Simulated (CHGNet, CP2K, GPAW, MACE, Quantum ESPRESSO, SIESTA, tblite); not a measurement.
# GPAW on glassy 86SiO2-5SrO-5ZnO-5MgO (mol %) (63 atoms): settings against a plane-wave reference, part 2 of 2

Aim: run glassy 86SiO2-5SrO-5ZnO-5MgO (mol %) (63 atoms) in GPAW and see how near its forces come to a plane-wave reference, and at what cost.

Program: GPAW 26.7.0; the method stands at each step. Banners, paths, timers and routine set-up lines are dropped from the logs unmarked, and long logs keep their key lines alone; longer cuts are marked.

So far. Step 3 (PBE, LCAO sz(dzp), h 0.18 Å): Against the first run (13 %), the force difference from the reference is 38 %, at 0.39 times the CPU time, with 270 basis functions against 849: the smaller basis costs accuracy. Step 4 (PBE, LCAO dzp, h 0.25 Å): Against the first run (13 %), the force difference from the reference is 14 %, at 0.58 times the CPU time.

## 5. PBE, LCAO szp(dzp), h 0.18 Å

Method: Kohn-Sham DFT, PBE, PAW, atomic orbitals (szp(dzp)).

File run.py:

```python
import numpy as np
from ase.io import read
from gpaw import GPAW, FermiDirac

atoms = read("structure.xyz")
atoms.calc = GPAW(
    mode="lcao",
    basis="szp(dzp)",
    h=0.18,
    xc="PBE",
    kpts={"size": (1, 1, 1), "gamma": True},
    occupations=FermiDirac(0.05),
    maxiter=200,
    symmetry={"point_group": False},
    txt="gpaw.txt",
)
energy = atoms.get_potential_energy(force_consistent=True)
forces = atoms.get_forces()
print(f"energy {energy:.6f} eV")
print("forces (eV/A)")
for i, (a, f) in enumerate(zip(atoms, forces)):
    print(f"{i:4d} {a.symbol:2s} {f[0]:10.5f} {f[1]:10.5f} {f[2]:10.5f}")
print(f"Fermi level {atoms.calc.get_fermi_level():.4f} eV")
for k in range(len(atoms.calc.get_ibz_k_points())):
    for s in range(atoms.calc.get_number_of_spins()):
        e = atoms.calc.get_eigenvalues(kpt=k, spin=s)
        n = np.searchsorted(e, atoms.calc.get_fermi_level())
        print(f"k {k} spin {s} levels about the Fermi level:", np.round(e[max(n - 6, 0):n], 4).tolist(), "|", np.round(e[n:n + 6], 4).tolist())
```

File structure.xyz:

```xyz
63
Lattice="9.65803 0.00000 0.00000 0.00000 9.65803 0.00000 0.00000 0.00000 9.65803" Properties=species:S:1:pos:R:3 pbc="T T T"
[... 63 atom lines left out: the same atoms as in the first run ...]
```

Command:

```console
$ OMP_NUM_THREADS=1 python run.py > output.txt
```

What it wrote:

```text
energy -408.171167 eV
forces (eV/A)
   0 Si    0.52258   -0.36498   -3.30467
   1 Si   -3.28356   -6.29129   -0.68824
   2 Si   -4.78535    2.48050    5.01603
   3 Si    2.57073   -4.07544   -6.54169
   4 Si    4.08768   -0.02030   -1.67900
   5 Si    1.16548   -2.77629    5.39277
   6 Si   -0.72919   -3.35602   -4.62568
   7 Si   -0.98395    3.73811   -0.57037
   8 Si   -0.02774    0.92963   -1.57351
   9 Si   -1.27608    2.97265   -3.03640
  10 Si   -2.04926   -0.75949    0.15563
  11 Si   -3.12863   -1.36456    0.78289
[...]
58 O     0.31176   -1.35269   -0.98119
  59 O     0.06504    1.25991   -2.25596
  60 O     0.79195   -2.94360   -0.23093
  61 O    -1.86661   -1.21209    0.68089
  62 O    -1.91555   -0.43411    0.36629
Fermi level 4.1509 eV
k 0 spin 0 levels about the Fermi level: [2.1855, 2.2385, 2.3056, 2.3731, 2.6637, 3.1158] | [5.1843, 6.102, 6.7538, 7.0682, 7.1711, 7.5726]
```

gpaw.txt:

```text
Input parameters:
  mode=LCAO(),
  basis={'default': 'szp(dzp)'},
  h=0.18,
  kpts=MonkhorstPack(size=(1, 1, 1), gamma=True),
  maxiter=200,
  occupations=Occupations(name='fermi-dirac', width=0.05, fixmagmom=False),
  symmetry=Symmetry(point_group=False),
  xc=XC(name='PBE')
[... lines left out ...]
  Fermi-Dirac:
[... lines left out ...]
convergence criteria:
- Maximum [total energy] change in last 3 cyles: 0.0005 eV / valence electron
[... lines left out ...]
Converged in 9 steps
[... lines left out ...]
  Free energy:    -408.171167
[... lines left out ...]
Fermi level: 4.151
[... lines left out ...]
|          0 |       -73.366 |     2.000 |
|        ... |               |           |
|        169 |         1.971 |     2.000 |
|        170 |         2.040 |     2.000 |
[...]
|        184 |         7.833 |     0.000 |
|        ... |               |           |
|        216 |        11.194 |     0.000 |
Gap: 2.069 eV
Transition (v -> c):
  (s=0, k=0, n=176, [0.00, 0.00, 0.00]) -> (s=0, k=0, n=177, [0.00, 0.00, 0.00])
No difference between direct/indirect transitions
Force computation time: 13.349  # s
timing:  # [seconds]
  Total:  75.380  # ━━━━━━━━━━━━━━━━━━━━━━━━━━━━━━━━━━━━━━━━━━━━━━━━━━━━━━━━━
  Init:    8.155  # ━━━━━━
  SCF:    53.846  # ━━━━━━━━━━━━━━━━━━━━━━━━━━━━━━━━━━━━━━━━╸
  Forces: 13.349  # ━━━━━━━━━━
```

Run time: 77 s. Hardware: 1 thread of Arm Neoverse V1, shared host; peak memory 1.1 GiB.

Against the reference:

- r.m.s. force component: 2.876 eV/Å
- r.m.s. difference of force components: 358.2 meV/Å
- longest difference of force vectors: 1663 meV/Å
- force difference over r.m.s. force: 13.35 %
- slope of forces against the reference's: 1.066
- correlation of force components: 0.9941
- gap (highest filled to lowest empty level): 2.068 eV
- gap difference: -0.4036 eV

This is a coarse setting, run to see what it loses.

Against the first run (13 %), the force difference from the reference is 13 %, at 0.76 times the CPU time, with 579 basis functions against 849.

The forces add up to 0.53 eV/Å instead of zero, usually a sign of too coarse a grid.

## 6. The ladder

Differences are against the plane-wave reference, forces as r.m.s. over components; share is that over the reference's r.m.s. force, slope the least-squares factor from reference forces to these. Total energies of different programs have different zeros and aren't compared.

| run | Δ force, r.m.s. (meV/Å) | share (%) | slope | Δ gap (eV) | cores | CPU time | memory (GiB) |
| --- | --- | --- | --- | --- | --- | --- | --- |
| reference | - | - | - | - | 4 | 8.3 min | 2.8 |
| GPAW PBE, LCAO dzp, h 0.18 Å | 352 | 13.1 | 1.079 | -0.202 | 1 | 1.7 min | 1.1 |
| GPAW PBE, LCAO sz(dzp), h 0.18 Å (coarse) | 1029 | 38.4 | 1.190 | -0.501 | 1 | 39 s | 0.88 |
| GPAW PBE, LCAO dzp, h 0.25 Å (coarse) | 372 | 13.9 | 1.079 | -0.209 | 1 | 58 s | 0.66 |
| GPAW PBE, LCAO szp(dzp), h 0.18 Å (coarse) | 358 | 13.4 | 1.066 | -0.404 | 1 | 77 s | 1.1 |

Rows marked coarse were listed beforehand as settings not expected to be converged; some can still land near the reference.

CPU time is summed over cores on a shared host, where runs went side by side, so it is rough. Symmetry, cutoffs, thresholds, outputs and thread counts weren't matched or tuned between programs; memory under MPI is the largest rank's times the ranks.

Within one program, basis, potentials and functional, energies share a zero. Each run against its twin at the usual cutoff or grid and solver:

| run | twin | Δ energy (meV/atom) | Δ force, r.m.s. (meV/Å) | CPU time over the twin's |
| --- | --- | --- | --- | --- |
| GPAW PBE, LCAO dzp, h 0.25 Å | LCAO dzp, h 0.18 Å | 282 | 144 | 0.58 |

A second geometry, displaced anew (every atom was moved at random, 0.08 Å r.m.s. a Cartesian component), gives an energy difference that all programs can be tested on. The reference puts it at 218.8 meV/atom.

| run | energy less the first geometry's (meV/atom) | error (meV/atom) | force share at the second geometry (%) |
| --- | --- | --- | --- |
| GPAW PBE, LCAO dzp, h 0.18 Å | 231.8 | 12.9 | 9.55 |
| GPAW PBE, LCAO sz(dzp), h 0.18 Å | 237.7 | 18.9 | 23.9 |
| GPAW PBE, LCAO dzp, h 0.25 Å | 233.0 | 14.2 | 9.73 |
| GPAW PBE, LCAO szp(dzp), h 0.18 Å | 224.8 | 5.97 | 8.44 |

## 7. Summary of results

* nearest in forces: a tie at 13 % of 2 runs: GPAW PBE, LCAO dzp, h 0.18 Å; GPAW PBE, LCAO szp(dzp), h 0.18 Å (coarse)

What this shows: The PBE run in local orbitals, coarse settings apart, differs by 13 % (GPAW PBE, LCAO dzp, h 0.18 Å); basis, grid and potentials can all enter. Runs with settings chosen to be coarse differ by 13 % (GPAW PBE, LCAO szp(dzp), h 0.18 Å) to 38 % (GPAW PBE, LCAO sz(dzp), h 0.18 Å), their programs' other errors included. Of the electronic-structure runs that take under half the reference's CPU time, GPAW PBE, LCAO dzp, h 0.18 Å is among the nearest, at 13 % in 1.7 min against 8.3 min. GPAW PBE, LCAO sz(dzp), h 0.18 Å stiffens the forces by a factor of 1.19 while following their directions (correlation 0.963); the slopes of the 4 GPAW runs lie between 1.07 and 1.19. At the same functional, gaps differ from the reference's 2.47 eV by between -0.50 and -0.20 eV. The energy difference between the two geometries, 219 meV/atom in the reference, is met best by GPAW PBE, LCAO szp(dzp), h 0.18 Å (coarse) (+5.97) and worst by GPAW PBE, LCAO sz(dzp), h 0.18 Å (coarse) (+18.9). Forces of 2.7 eV/Å r.m.s. are well above thermal ones: they come largely from the bond lengths of the classical model and from the random displacements, and they dominate the comparison. The quench rate of 50 K/ps is many orders above laboratory rates, so the cell is likely richer in defects and strain than a real sample. The network of bonds at the start is that of the classical potential that made the cell, and needn't be the one that DFT or experiment would give. The electronic-structure runs sample only Γ, in a cell whose shortest periodic width is 10 Å.

[Also dropped from logs without a mark: logging warnings of Python, and SIESTA's first energy breakdown and zero terms.]

[Logs are printed without paths, hosts, clocks, repeated set-up lines and the standing remarks that a program may print on its own settings, such as how far it seeks lower states.]

[Hosts, paths, dates, database ids (printed as entryN), source tags and the programs' standing remarks are cut or masked in the printed files.]
